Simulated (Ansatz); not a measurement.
# Hf2TlPt, from a guessed structure to a relaxed one, part 2 of 2

Starting from a made-up structure for Hf2TlPt, the aim is the relaxed cell, its shortest contacts and, where a second run follows, its electronic structure.

Ansatz 0.2.0; DFT, PBE, plane-wave PAW, files of the set soft_1, scalar-relativistic, no spin, cell and ions relaxed at zero pressure; PAW set soft_1 (the session's first sound run).

So far: Starting point; Relaxation of the guess.

### Step 2. Relaxation of the guess (continued)

The steps of the relaxation:

| step | energy less that of the first step (eV) | largest force component (eV/Å) | pressure (GPa) | volume (Å³) |
| --- | --- | --- | --- | --- |
| 1 | 0.0000 | 0.8021 | -6.13 | 171.92 |
| 2 | -0.9290 | 0.3972 | 2.07 | 157.91 |
| 3 | -1.0320 | 0.2918 | 0.72 | 159.62 |
| 4 | -1.1000 | 0.0403 | 0.44 | 160.16 |
| 5 | -1.1013 | 0.0010 | -0.20 | 160.93 |
| 6 | -1.1015 | 0.0003 | 0.00 | 160.69 |
| 7* | -1.0988 | 0.0003 | -0.01 | 160.69 |

Relaxation steps marked * repeat the geometry before them on a plane-wave basis chosen anew for their cell, so energy and pressure can jump there.

The run keeps the 16 symmetry operations that it works with, so distortions that break them were not tested.

| cell as run | before | after | change |
| --- | --- | --- | --- |
| a (Å) | 6.236 | 6.038 | -3.2 % |
| b (Å) | 6.236 | 6.038 | -3.2 % |
| c (Å) | 6.236 | 6.038 | -3.2 % |
| α (°) | 119.82 | 117.67 | -1.8 % |
| β (°) | 119.82 | 117.67 | -1.8 % |
| γ (°) | 90.32 | 94.08 | +4.2 % |
| volume (Å³/atom) | 21.49 | 20.09 | -6.5 % |

The atoms that moved most (Å, as changes of fractional coordinates times the final cell):

| atom | dx | dy | dz | length |
| --- | --- | --- | --- | --- |
| Hf8 | 0.209 | 0.209 | 0.000 | 0.295 |
| Hf6 | -0.209 | 0.209 | 0.000 | 0.295 |
| Hf7 | -0.209 | -0.209 | 0.000 | 0.295 |
| Hf5 | 0.209 | -0.209 | 0.000 | 0.295 |

Final coordinates:

```cif
data_structure
_symmetry_space_group_name_H-M 'P 1'
_symmetry_Int_Tables_number 1
_cell_length_a 6.0381
_cell_length_b 6.0381
_cell_length_c 6.0381
_cell_angle_alpha 117.674
_cell_angle_beta 117.674
_cell_angle_gamma 94.079
_cell_volume 160.69
loop_
_atom_site_label
_atom_site_type_symbol
_atom_site_fract_x
_atom_site_fract_y
_atom_site_fract_z
_atom_site_occupancy
Tl1 Tl 0.25000 0.75000 0.50000 1
Tl2 Tl 0.75000 0.25000 0.50000 1
Pt3 Pt 0.25000 0.25000 0.00000 1
Pt4 Pt 0.75000 0.75000 0.00000 1
Hf5 Hf 0.24999 0.25001 0.50000 1
Hf6 Hf 0.75001 0.74999 0.50000 1
Hf7 Hf 0.74999 0.24999 0.99999 1
Hf8 Hf 0.25001 0.75001 0.00001 1
```

This step gave:

- free energy: -110833.4447 eV
- energy at zero smearing: -110833.4059 eV
- smearing term TS: 0.07750 eV
- Fermi energy: 18.65 eV
- electrons: 166
- symmetry operations: 16
- pressure: -0.008072 GPa

Shortest distances by pair of elements, guess and relaxed (not always the same contact):

| pair | guess (Å) | relaxed (Å) |
| --- | --- | --- |
| Hf–Tl | 2.916 | 3.019 |
| Hf–Pt | 3.132 | 3.019 |
| Pt–Tl | 3.127 | 3.125 |
| Hf–Hf | 3.154 | 3.125 |
| Pt–Pt | 4.397 | 4.115 |

The relaxation ends with a largest force component of 2.9e-4 eV/Å and a pressure of -0.01 GPa.

### Step 3. Bands of the relaxed cell

A second self-consistent run takes a narrower smearing and the mesh shown in its input; the bands follow along the standard path of the relaxed lattice.

This step: DFT, PBE, plane-wave PAW, files of the set soft_1, scalar-relativistic, no spin, bands and density of states at the relaxed cell; PAW set soft_1 (Ansatz 0.2.0).

input.yaml reads:

```yaml
crystal:
  lattice:
    - [-3.1245725126, 3.1245725126, 4.1149085382]
    - [3.1245725126, -3.1245725126, 4.1149085382]
    - [3.1245725126, 3.1245725126, -4.1149085382]
  atoms:
    - { symbol: Tl, position: [0.25, 0.75, 0.5] }
    - { symbol: Tl, position: [0.75, 0.25, 0.5] }
    - { symbol: Pt, position: [0.25, 0.25, 0.0] }
    - { symbol: Pt, position: [0.75, 0.75, 0.0] }
    - { symbol: Hf, position: [0.2499928437, 0.2500071563, 0.5] }
    - { symbol: Hf, position: [0.7500071563, 0.7499928437, 0.5] }
    - { symbol: Hf, position: [0.7499928437, 0.2499928437, -1.43126e-05] }
    - { symbol: Hf, position: [0.2500071563, 0.7500071563, 1.0000143126] }
kpoints:
  mp_grid: { grid: [8, 8, 8] }
  band_path:
    path:
      - [[0.0, 0.0, 0.0], [0.0, 0.0, 0.5], [-0.28829084, 0.28829084, 0.5], [-0.39414542, 0.39414542, 0.39414542], [0.0, 0.0, 0.0], [0.5, 0.5, -0.5], [0.39414542, 0.60585458, -0.39414542], [0.0, 0.5, 0.0], [0.25, 0.25, 0.25], [0.5, 0.5, -0.28829084], [0.5, 0.5, -0.5]]
      - [[0.0, 0.0, 0.5], [0.25, 0.25, 0.25]]
    npoints: 7
scf:
  occupations: { method: fermi_dirac, width: 0.03 }
  n_extra_bands: 12
hamiltonian:
  xc: pbe
  pseudopotentials: { kind: paw, azcp: { folder: soft_1 } }
output:
  forces: true
  stress: true
  write_bands: true
  dos: { projected: true }
  write_density: true
  write_potential: true
  elf: true
  volumetric_format: npy
```

Run with:

```
$ ansatz run input.yaml --threads 4 --pin off --max-ram 10240MiB --backend cpu --events-out ev --progress --plain --runs-dir out
```

Numbers of over 12 decimals in the logs are rounded to 6 here.

Output:

```text
Warning: at least one further symmetry operation maps every atom of the structure, as the run holds it, onto an atom to within 3.51e-5 (fractional), and is not used: no operation is sought that the atoms, as the run holds them, miss by more than 2.00e-5, twice crystal.symmetry.tolerance (1.0e-5). The run uses 16 unitary operations. The run imposes no operation that its atoms and lattice do not hold. Figures that only [...]
[...]
Crystal: 8 atoms, lattice volume = 160.695 Å³
Basis set: ecut = 420 eV, 3117 PW (Γ), exchange–correlation on 90×90×90 points (8 copies of the dense FFT grid, shifted against one another)
Bands: 95, of which v1, the nominal top of the filled ones, is band 83 counted from 1 (82 counted from 0)
Symmetry: 16 space group operations
[...]
k-points: 59 of 512
[...]
SCF iter   1: F=—  HF=-110873.129709 eV  |F-HF|=—  |Δ(HF+E_count)|=         —  Δρ=3.35e-1  dr2=4.39e2  ethr=3.10e-3  ⟨swp⟩=5.6  Hψ=17177  notcnv=0  defer=2
[...]
SCF iter  11: F=-110833.429932 eV  HF=-110833.429932 eV  |F-HF|=1.06e-8  |Δ(HF+E_count)|=   3.36e-8  Δρ=2.36e-6  dr2=1.37e-8  ethr=6.02e-11  ⟨swp⟩=15.0  Hψ=43706  notcnv=0
SCF 1 converged in 11 iterations: F = -110833.429932 eV  dr2 = 1.37e-8
[...]
NSCF: frozen V_eff on 79 k-points
SCF converged after 11 iterations
Free energy (F): -110833.429932 eV
[...]
Internal energy: -110833.402290 eV  (E = F + TS)
E sigma→0 (E₀):  -110833.416111 eV
Entropy (-TS):   -0.027643 eV (-3.455 meV/atom)
Fermi energy:    18.641917 eV
[...]
--- Forces (eV/Å), atoms counted from 1 ---
  atom   1  Tl     0.00000000     0.00000000     0.00000000
  atom   2  Tl     0.00000000     0.00000000     0.00000000
  atom   3  Pt     0.00000000     0.00000000     0.00000000
  atom   4  Pt     0.00000000     0.00000000     0.00000000
  atom   5  Hf    -0.00029729     0.00029729    -0.00000000
  atom   6  Hf     0.00029729    -0.00029729    -0.00000000
  atom   7  Hf     0.00029729     0.00029729     0.00000000
  atom   8  Hf    -0.00029729    -0.00029729     0.00000000
  max |Σ_I F_I| component: 1.63e-19 eV/Å
--- Stress (GPa, compression-positive) ---
       -0.096865      -0.000000      -0.000000
       -0.000000      -0.096865      -0.000000
        0.000000       0.000000       0.106638
  P = ⅓ Tr σ = -0.0290 GPa (-0.290 kbar)
--- Band table (eV; the first three rows and the last of 59) ---
  k-point 0: bands = [... 79 lower, 18.3108, 18.3108, 18.3444, 18.6749, 18.6749, 18.8048, 19.0884, 19.7843, ... 8 higher]
  k-point 1: bands = [... 79 lower, 18.0480, 18.1649, 18.3198, 18.5686, 18.8359, 18.9625, 19.3311, 19.3855, ... 8 higher]
  k-point 2: bands = [... 79 lower, 18.2678, 18.4706, 18.5696, 18.8383, 18.9726, 19.1442, 19.4058, 19.4987, ... 8 higher]
  k-point 58: bands = [... 79 lower, 16.3823, 16.6925, 16.9714, 17.4436, 17.7943, 17.9737, 17.9737, 19.1542, ... 8 higher]
```

Run time: 30 s. Hardware: 4 threads of Arm Neoverse V2, shared host; peak memory 1.3 GiB.

Numbers from this step:

```yaml
free_energy: -110833.4299 eV
energy_at_zero_smearing: -110833.4161 eV
smearing_term_ts: 0.02764 eV
fermi_energy: 18.64 eV
pressure: -0.02903 GPa
```

bands.tsv at the labelled points (eV, zero at the Fermi level; the bands that come nearest the Fermi level along the path):

```
point  band 81  band 82  band 83  band 84  band 85  band 86  band 87  band 88
    Γ    -0.33    -0.30     0.03     0.03     0.16     0.45     1.14     2.27
    X     0.34     0.36     0.51     0.59     0.91     0.92     1.06     1.46
    Y    -1.28    -1.20    -0.68    -0.39    -0.28     0.20     1.81     1.85
    S    -1.63    -1.26    -0.94    -0.50    -0.45    -0.25     1.46     1.72
    Γ    -0.33    -0.30     0.03     0.03     0.16     0.45     1.14     2.27
    Z    -1.95    -1.67    -1.20    -0.85    -0.67    -0.67     0.51     1.56
   S1    -1.63    -1.26    -0.94    -0.50    -0.45    -0.25     1.46     1.72
    N    -0.92    -0.92    -0.03    -0.03     0.70     0.70     1.50     1.50
    P     0.36     0.36     0.80     0.80     1.06     1.06     1.30     1.30
   Y1    -1.28    -1.20    -0.68    -0.39    -0.28     0.20     1.81     1.85
    Z    -1.95    -1.67    -1.20    -0.85    -0.67    -0.67     0.51     1.56
    X     0.34     0.36     0.51     0.59     0.91     0.92     1.06     1.46
    P     0.36     0.36     0.80     0.80     1.06     1.06     1.30     1.30
```

States per cell as run, both spins, in windows of 1 eV, from dos.tsv (zero at the Fermi level):

| from | to | total |
| --- | --- | --- |
| -8 | -7 | 2.11 |
| -7 | -6 | 0.14 |
| -6 | -5 | 2.70 |
| -5 | -4 | 4.57 |
| -4 | -3 | 13.24 |
| -3 | -2 | 5.75 |
| -2 | -1 | 5.14 |
| -1 | 0 | 6.54 |
| 0 | 1 | 6.05 |
| 1 | 2 | 4.19 |

A further 125.9 states lie below the table's range.

ELF in the ac plane of the conventional cell at fractional y = 0.000, with atoms of Tl and Pt within 0.2 Å of it. It is the smooth field of the valence electrons, not physical close to the nuclei.

Ten even steps from '0' (0.02) to '9' (0.60), each cell a mean:
```
55555556665555555
55666666666666665
55566666556666655
87555555345555568
99644452004544589
99743451003534589
98644453124544579
76555555555555556
55666666566666655
55555566666555555
55444455665444445
55555556665555555
55666666666666665
55566666556666655
87555555345555568
99644452004544589
99743451003534589
98644453124544579
76555555555555556
55666666566666655
55555566666555555
55444455665444445
```
Columns run along a (6.2 Å), rows up along c (8.2 Å), edges of the conventional cell, whose origin can differ from the input's. Atoms in or near the plane, at fractional coordinates: Tl at (0.50, 0.25), Tl at (0.50, 0.75), Pt at (0.00, 0.25), Pt at (0.00, 0.75).

Valence density in the ac plane of the conventional cell at fractional y = 0.000, with atoms of Tl and Pt within 0.2 Å of it. It is the smooth field of the valence electrons, not physical close to the nuclei.

Values in units of 1e0 e/Å³, 12 rows by 16 columns, each cell a mean:
```
0.2 0.2 0.2 0.2 0.2 0.2 0.2 0.2 0.2 0.2 0.2 0.2 0.2 0.2 0.2 0.2
1.6 0.9 0.4 0.2 0.2 0.3 0.5 1.0 1.1 0.7 0.3 0.2 0.2 0.3 0.6 1.3
9.1 5.3 1.3 0.3 0.2 0.6 2.1 4.5 5.2 3.1 1.0 0.3 0.2 0.6 3.3 8.0
7.3 4.2 1.0 0.3 0.2 0.5 1.7 3.6 4.2 2.5 0.8 0.3 0.2 0.5 2.5 6.3
0.8 0.5 0.3 0.2 0.2 0.2 0.4 0.6 0.6 0.5 0.3 0.2 0.2 0.2 0.4 0.7
0.2 0.2 0.2 0.2 0.2 0.2 0.2 0.2 0.2 0.2 0.2 0.2 0.2 0.2 0.2 0.2
0.2 0.2 0.2 0.2 0.2 0.2 0.2 0.2 0.2 0.2 0.2 0.2 0.2 0.2 0.2 0.2
1.6 0.9 0.4 0.2 0.2 0.3 0.5 1.0 1.1 0.7 0.3 0.2 0.2 0.3 0.6 1.3
9.1 5.3 1.3 0.3 0.2 0.6 2.1 4.5 5.2 3.1 1.0 0.3 0.2 0.6 3.3 8.0
7.3 4.2 1.0 0.3 0.2 0.5 1.7 3.6 4.2 2.5 0.8 0.3 0.2 0.5 2.5 6.3
0.8 0.5 0.3 0.2 0.2 0.2 0.4 0.6 0.6 0.5 0.3 0.2 0.2 0.2 0.4 0.7
0.2 0.2 0.2 0.2 0.2 0.2 0.2 0.2 0.2 0.2 0.2 0.2 0.2 0.2 0.2 0.2
```
Columns run along a (6.2 Å), rows up along c (8.2 Å), edges of the conventional cell, whose origin can differ from the input's. Atoms in or near the plane, at fractional coordinates: Tl at (0.50, 0.25), Tl at (0.50, 0.75), Pt at (0.00, 0.25), Pt at (0.00, 0.75).

Electrostatic potential energy in the ac plane of the conventional cell at fractional y = 0.000, with atoms of Tl and Pt within 0.2 Å of it. With pseudopotentials it is smooth inside the atoms' cores, unlike the true potential.

Ten even steps from '_' (-47 eV) to '@' (21 eV), each cell a mean:
```
@@@@@@@@@@@@@@@@@@@@@@@@@@@@@@@@@@
@@@@@@@@@@@@@@@@@@@@@@@@@@@@@@@@@@
%%%%@@@@@@@@@@%%##%%%%@@@@@@@@@@%%
::==%%@@@@@@##++--==**%%@@@@@@**--
__..++@@@@%%++------==##@@@@##::__
____++@@@@%%++--------##@@@@##::__
__::**@@@@@@**------==%%@@@@%%==__
++##@@@@@@@@%%**++++##@@@@@@@@%%++
@@@@@@@@@@@@@@@@%%@@@@@@@@@@@@@@@@
@@@@@@@@@@@@@@@@@@@@@@@@@@@@@@@@@@
@@@@@@@@@@@@@@@@@@@@@@@@@@@@@@@@@@
@@@@@@@@@@@@@@@@@@@@@@@@@@@@@@@@@@
@@@@@@@@@@@@@@@@@@@@@@@@@@@@@@@@@@
%%%%@@@@@@@@@@%%##%%%%@@@@@@@@@@%%
::==%%@@@@@@##++--==**%%@@@@@@**--
__..++@@@@%%++------==##@@@@##::__
____++@@@@%%++--------##@@@@##::__
__::**@@@@@@**------==%%@@@@%%==__
++##@@@@@@@@%%**++++##@@@@@@@@%%++
@@@@@@@@@@@@@@@@%%@@@@@@@@@@@@@@@@
@@@@@@@@@@@@@@@@@@@@@@@@@@@@@@@@@@
@@@@@@@@@@@@@@@@@@@@@@@@@@@@@@@@@@
```
Columns run along a (6.2 Å; values clipped at the 3rd and 97th percentile), rows up along c (8.2 Å), edges of the conventional cell, whose origin can differ from the input's. Atoms in or near the plane, at fractional coordinates: Tl at (0.50, 0.25), Tl at (0.50, 0.75), Pt at (0.00, 0.25), Pt at (0.00, 0.75).

### Step 4. Summary of results

* space group, relaxed: P4/mmm
* conventional cell: a = 4.419, b = 4.419, c = 4.115 Å; α = 90.0°, β = 90.0°, γ = 90.0°
* volume per atom: 20.09 Å³ (guess 21.49)

What this shows: Hf2TlPt relaxes to P4/mmm with a = 4.419, b = 4.419 and c = 4.115 Å. The guessed volume was 7 % too large. The symmetry rose from I4/mcm to P4/mmm, so the distortion of the structure type doesn't survive with these elements. Bands cross the Fermi level, so it is a metal or semimetal at this level. On the 8×8×8 mesh with the narrower smearing (relaxed on 6×6×6) the forces vanish, as symmetry may demand, and the largest stress component is 0.107 GPa, against the relaxation's thresholds of 0.015 eV/Å and 0.05 GPa. The cutoff wasn't tested. Spin-orbit coupling is left out, which can matter for elements this heavy. No dispersion term is used, so weakly bound directions may come out too long. The runs have no spin, and magnetism wasn't tested. Nothing here tests whether the compound is stable against decomposition.

[Logs are printed without paths, hosts, clocks, repeated set-up lines and the standing remarks that a program may print on its own settings, such as how far it seeks lower states.]

[Hosts, paths, dates, database ids (printed as entryN), source tags and the programs' standing remarks are cut or masked in the printed files.]
